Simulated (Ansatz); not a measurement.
# Rb2WI2O2F2: complex band structure, part 3 of 3

Aim: relax a made-up compound, Rb2WI2O2F2, and see how good a tunnel barrier it would be. It is built by putting I for part of the F in the Rb2WO2F4 structure of space group C2/m, with the volume rescaled by atomic radii. The parent structure comes from the Materials Project.

Ansatz 0.2.0; r2SCAN DFT, plane waves, PAW files (the session's first sound run).

So far, gap on path (eV): step 3 (the bulk crystal and its band edges, r2SCAN) 1.83; step 5 (PBE, cutoff 420 eV) 1.58.

The structure was built from a prototype and need not be the compound's stable phase.

**6. Complex bands at another level, cutoff 420 eV**

This step: PBE DFT, plane waves, PAW files; complex bands by layer matching along the plane's normal (Ansatz 0.2.0).

The complex bands at that level, over its own gap, at (0, 0) and (-0.5, 0).

input.yaml reads:

```yaml
crystal:
  lattice:
    - [7.552836591, 0.0, 0.0]
    - [-1.564476312, 5.730252058, 0.0]
    - [4.706730746, 2.290700081, 5.97123805]
  atoms:
    - { symbol: Rb, position: [0.5412969688, 0.2975398863, 0.2935312808] }
    - { symbol: Rb, position: [0.4587030312, 0.7024601137, 0.7064687192] }
    - { symbol: W, position: [0.0, 0.0, 0.0] }
    - { symbol: O, position: [0.680754312, 0.8435459566, 0.2439479347] }
    - { symbol: O, position: [0.319245688, 0.1564540434, 0.7560520653] }
    - { symbol: I, position: [0.1038865779, 0.8125235583, 0.2573079126] }
    - { symbol: F, position: [0.9827806862, 0.7102528276, 0.9184948603] }
    - { symbol: I, position: [0.8961134221, 0.1874764417, 0.7426920874] }
    - { symbol: F, position: [0.0172193138, 0.2897471724, 0.0815051397] }
kpoints:
  mp_grid: { grid: [4, 4, 4] }
scf:
  occupations: { method: fixed }
hamiltonian:
  xc: pbe
output:
  eigenvalues: true
  transmission:
    leads: [[0, 0]]
    kpoints: [[0.0, 0.0], [-0.5, 0.0]]
    e_range: [-1.0, 2.58]
    de: 0.07
```

Command:

```bash
$ ansatz run input.yaml --threads 2 --pin off --max-ram 4096MiB --backend cpu --events-out ev --progress --plain --runs-dir out
```

Numbers of over 12 decimals in the logs are rounded to 6 here.

The program printed:

```text
[...]
Crystal: 9 atoms, lattice volume = 258.433 Å³
Basis set: ecut = 420 eV, 5055 PW (Γ)
Bands: 56, of which v1, the nominal top of the filled ones, is band 46 counted from 1 (45 counted from 0)
Symmetry: 2 space group operations
[...]
k-points: 36 of 64
[...]
SCF iter   1: F=—  HF=-34703.037835 eV  |F-HF|=—  |Δ(HF+E_count)|=         —  Δρ=6.75e-3  dr2=1.38e-1  ethr=1.77e-3  ⟨swp⟩=5.2  Hψ=6825  notcnv=0  defer=277
[...]
SCF iter   9: F=-34703.007827 eV  HF=-34703.007827 eV  |F-HF|=1.89e-8  |Δ(HF+E_count)|=   3.23e-7  Δρ=1.98e-6  dr2=1.42e-8  ethr=1.09e-10  ⟨swp⟩=15.5  Hψ=10763  notcnv=0
SCF 1 converged in 9 iterations: F = -34703.007827 eV  dr2 = 1.42e-8
[...]
transmission: 12 of 24 steps passed
transmission: 24 of 24 steps passed
SCF converged after 9 iterations
Free energy (F): -34703.007827 eV
[...]
Internal energy: -34703.007827 eV  (E = F + TS)
E sigma→0 (E₀):  -34703.007827 eV
Fermi energy:    3.178426 eV
[...]
--- Band table (eV; the first three rows and the last of 36) ---
  k-point 0: bands = [... 42 lower, 2.6002, 2.7702, 2.9929, 3.0372, 4.7885, 6.6215, 6.7537, 7.1495, ... 6 higher]
  k-point 1: bands = [... 42 lower, 2.5625, 2.7090, 2.8089, 3.0330, 4.8446, 6.6610, 6.8720, 7.1695, ... 6 higher]
  k-point 2: bands = [... 42 lower, 2.5441, 2.6500, 2.6706, 3.0434, 4.8961, 6.6713, 6.9925, 7.1945, ... 6 higher]
  k-point 35: bands = [... 42 lower, 2.6023, 2.6102, 3.0242, 3.1307, 4.8599, 6.4561, 6.8320, 6.9924, ... 6 higher]
--- Transmission ---
  basis      : 375 plane waves across, 12 finite elements along
  points     : 2, as listed
[...]
channels       : 0.000000e0 a spin
[...]
slowest decay  : 0.3307 /Å at (0.0000, 0.0000)
```

Run time: 2.5 min. Hardware: 2 threads of Arm Neoverse V2, shared host; peak memory 1.6 GiB.

This step gave:

* level to which the leads are filled: 0.7951 eV from the Fermi level
* decay constant at the filling level, zone centre: 0.3307 Å⁻¹
* decay constant at the filling level, slowest listed point: 0.3307 Å⁻¹

K parallel (0, 0); values up to 1.5 1/Å, a degenerate pair printed once or twice; energies at which all values exceed this have no row. Table of Im kz of the slowest decaying states by energy, zero at the highest filled level on the SCF mesh:

```tsv
energy (eV)	decay 1 (Å⁻¹)	decay 2 (Å⁻¹)	decay 3 (Å⁻¹)	decay 4 (Å⁻¹)
-1.00	0.239	0.248	0.496	0.643
-0.86	0.0244	0.180	0.500	0.653
-0.72	0.0678	0.491	0.582	0.618
-0.58	0.0855	0.374	0.404	0.513
-0.44	0.360	0.508	0.646	0.739
-0.30	0.320	0.388	0.575	0.692
-0.16	0.132	0.174	0.375	0.638
-0.02	0.171	0.369	0.387	0.441
0.12	0.223	0.414	0.420	0.514
0.26	0.258	0.440	0.444	0.557
0.40	0.283	0.454	0.462	0.588
0.54	0.303	0.462	0.477	0.611
0.68	0.318	0.465	0.490	0.630
0.89	0.336	0.458	0.506	0.651
1.03	0.344	0.446	0.516	0.661
1.17	0.351	0.425	0.526	0.669
1.31	0.354	0.390	0.538	0.673
1.45	0.318	0.363	0.551	0.670
1.59	0.134	0.363	0.565	0.646
1.73	0.118	0.363	0.575	0.582
1.87	0.362	0.406	0.471	0.579
2.01	0.360	0.460	0.580	0.716
2.15	0.356	0.469	0.579	0.714
2.29	0.351	0.472	0.575	0.711
2.43	0.345	0.471	0.570	0.709
2.57	0.337	0.468	0.564	0.702
```

K parallel (-0.5, 0); values up to 1.5 1/Å, a degenerate pair printed once or twice; energies at which all values exceed this have no row. The Im kz of the slowest decaying states by energy, zero at the highest filled level on the SCF mesh:

```tsv
energy (eV)	decay 1 (Å⁻¹)	decay 2 (Å⁻¹)	decay 3 (Å⁻¹)	decay 4 (Å⁻¹)
-1.00	0.159	0.375	0.444	0.677
-0.79	0.182	0.287	0.439	0.747
-0.65	0.106	0.208	0.286	0.493
-0.44	0.205	0.278	0.602	0.800
-0.30	0.173	0.210	0.352	0.639
-0.09	0.280	0.417	0.678	0.823
-0.02	0.0127	0.302	0.433	0.688
0.05	0.169	0.322	0.448	0.697
0.26	0.298	0.365	0.487	0.718
0.40	0.345	0.384	0.512	0.727
0.61	0.395	0.401	0.553	0.733
0.82	0.407	0.430	0.645	0.655
0.96	0.405	0.446	0.558	0.689
1.17	0.386	0.461	0.512	0.685
1.31	0.357	0.462	0.488	0.654
1.52	0.230	0.450	0.458	0.613
1.66	0.410	0.458	0.594	0.762
1.87	0.373	0.463	0.574	0.758
2.01	0.401	0.466	0.563	0.742
2.22	0.419	0.466	0.549	0.718
2.36	0.423	0.463	0.540	0.701
2.57	0.424	0.453	0.525	0.674
```

At the listed wavevectors the last open channel is at -0.09 eV and the next at +1.59 eV on the grid. At +0.82 eV, the grid energy nearest the filling level (the middle of the gap on the SCF mesh), the slowest state at the listed wavevectors decays with κ = 0.331 Å⁻¹, its amplitude falling by e over 3.0 Å; the first such run, plane (010), gave 0.353 Å⁻¹.

**7. The same cell, other settings: hamiltonian.xc = "lda"**

This step: LDA DFT, plane waves, PAW files; complex bands by layer matching along the plane's normal; changed: hamiltonian.xc = "lda" (Ansatz 0.2.0).

It is meant to test how much rests on the functional. Where the input is shown as a difference, that is against the step before, not the twin.

input.yaml: that of step 6 with these lines changed.

```diff
@@ -20,3 +20,3 @@
 hamiltonian:
-  xc: pbe
+  xc: lda
 output:
@@ -26,3 +26,3 @@
     kpoints: [[0.0, 0.0], [-0.5, 0.0]]
-    e_range: [-1.0, 2.58]
-    de: 0.07
+    e_range: [-1.0, 2.83]
+    de: 0.08
```

The program printed:

```text
[...]
Crystal: 9 atoms, lattice volume = 258.433 Å³
Basis set: ecut = 420 eV, 5055 PW (Γ)
Bands: 56, of which v1, the nominal top of the filled ones, is band 46 counted from 1 (45 counted from 0)
Symmetry: 2 space group operations
[...]
k-points: 36 of 64
[...]
SCF iter   1: F=—  HF=-33886.745800 eV  |F-HF|=—  |Δ(HF+E_count)|=         —  Δρ=1.14e-2  dr2=2.40e-1  ethr=1.77e-3  ⟨swp⟩=5.1  Hψ=6941  notcnv=0  defer=273
[...]
SCF iter   9: F=-33886.680719 eV  HF=-33886.680719 eV  |F-HF|=4.25e-8  |Δ(HF+E_count)|=   7.92e-7  Δρ=3.08e-6  dr2=3.84e-8  ethr=1.09e-10  ⟨swp⟩=14.2  Hψ=10872  notcnv=0
SCF 1 converged in 9 iterations: F = -33886.680719 eV  dr2 = 3.84e-8
[...]
transmission: 12 of 24 steps passed
transmission: 24 of 24 steps passed
SCF converged after 9 iterations
Free energy (F): -33886.680719 eV
[...]
Internal energy: -33886.680719 eV  (E = F + TS)
E sigma→0 (E₀):  -33886.680719 eV
Fermi energy:    2.874533 eV
[...]
--- Band table (eV; the first three rows and the last of 36) ---
  k-point 0: bands = [... 42 lower, 2.2795, 2.4592, 2.6782, 2.7046, 4.3664, 6.2099, 6.3517, 6.7152, ... 6 higher]
  k-point 1: bands = [... 42 lower, 2.2349, 2.3902, 2.4870, 2.7060, 4.4266, 6.2471, 6.4907, 6.7387, ... 6 higher]
  k-point 2: bands = [... 42 lower, 2.2155, 2.3326, 2.3462, 2.7219, 4.4815, 6.2569, 6.6126, 6.7686, ... 6 higher]
  k-point 35: bands = [... 42 lower, 2.2484, 2.2857, 2.7021, 2.8271, 4.4420, 6.0470, 6.4272, 6.5407, ... 6 higher]
--- Transmission ---
  basis      : 375 plane waves across, 12 finite elements along
  points     : 2, as listed
[...]
channels       : 0.000000e0 a spin
[...]
slowest decay  : 0.3142 /Å at (0.0000, 0.0000)
```

Elapsed: 2.4 min, on 2 threads; peak memory 1.6 GiB; 4.2 min of CPU time.

This step gave:

```
free energy                                               : -33886.6807 eV
Fermi energy                                              : 2.875 eV
gap on the k-mesh                                         : 1.469 eV
level to which the leads are filled                       : 0.7347 eV from the Fermi level
decay constant at the filling level, zone centre          : 0.3142 Å⁻¹
decay constant at the filling level, slowest listed point : 0.3142 Å⁻¹
```

K parallel (0, 0); values up to 1.5 1/Å, a degenerate pair printed once or twice; energies at which all values exceed this have no row. The Im kz of the slowest decaying states by energy, zero at the highest filled level on the SCF mesh:

```tsv
energy (eV)	decay 1 (Å⁻¹)	decay 2 (Å⁻¹)	decay 3 (Å⁻¹)	decay 4 (Å⁻¹)
-1.00	0.191	0.212	0.503	0.655
-0.76	0.0425	0.509	0.581	0.672
-0.44	0.356	0.409	0.533	0.660
-0.20	0.215	0.373	0.630	0.706
-0.04	0.162	0.355	0.379	0.416
0.04	0.195	0.384	0.399	0.468
0.36	0.269	0.437	0.451	0.567
0.60	0.300	0.447	0.476	0.606
0.92	0.325	0.432	0.503	0.639
1.16	0.335	0.388	0.522	0.652
1.40	0.252	0.344	0.548	0.647
1.72	0.332	0.344	0.499	0.571
1.96	0.340	0.453	0.573	0.696
2.20	0.331	0.460	0.568	0.693
2.52	0.313	0.455	0.556	0.683
2.76	0.291	0.442	0.548	0.658
```

K parallel (-0.5, 0); values up to 1.5 1/Å, a degenerate pair printed once or twice; energies at which all values exceed this have no row. Im kz of the slowest decaying states against energy, zero at the highest filled level on the SCF mesh:

```tsv
energy (eV)	decay 1 (Å⁻¹)	decay 2 (Å⁻¹)	decay 3 (Å⁻¹)	decay 4 (Å⁻¹)
-1.00	0.146	0.356	0.440	0.696
-0.76	0.108	0.116	0.233	0.416
-0.44	0.215	0.306	0.604	0.794
-0.20	0.0192	0.174	0.230	0.393
-0.04	0.290	0.432	0.680	0.815
0.04	0.158	0.313	0.448	0.689
0.36	0.327	0.369	0.509	0.714
0.60	0.384	0.388	0.570	0.718
0.92	0.386	0.429	0.520	0.690
1.16	0.353	0.442	0.478	0.649
1.40	0.221	0.436	0.440	0.601
1.72	0.350	0.448	0.564	0.747
1.96	0.396	0.454	0.547	0.720
2.20	0.411	0.452	0.531	0.691
2.52	0.412	0.438	0.508	0.648
2.76	0.402	0.415	0.487	0.611
```

The least decay constant is 0.314 Å⁻¹ against 0.353 Å⁻¹ in the twin: a change of -11 %, at 0.61 times the CPU time.

**8. Summary of results**

```json
{
  "band gap": "1.83 eV",
  "least decay constant at mid-gap, normal to (010)": "0.353 Å⁻¹",
  "least decay constant, PBE": "0.331 Å⁻¹"
}
```

In words: With r2SCAN, the slowest decay at the wavevectors tried is κ = 0.353 Å⁻¹, normal to (010). Through such a film the transmission near mid-gap falls as exp(−2κd), a factor of ten every 3.3 Å. A free electron under a barrier of half the gap would need a mass of 0.52 mₑ to decay at this rate. With PBE the gap goes from 1.83 to 1.58 eV and the decay constant, over the first 2 listed wavevectors, from 0.353 to 0.331 Å⁻¹. The compound is made up by substitution; its stability against other phases and against distortions of the cell's symmetry was not tested. r2SCAN still narrows gaps, if less than LDA and GGA do, while spin-orbit coupling, left out here, narrows them in compounds of heavy elements, so the error in κ can go either way.

[Logs are printed without paths, hosts, clocks, repeated set-up lines and the standing remarks that a program may print on its own settings, such as how far it seeks lower states.]

[Hosts, paths, dates, database ids (printed as entryN), source tags and the programs' standing remarks are cut or masked in the printed files.]
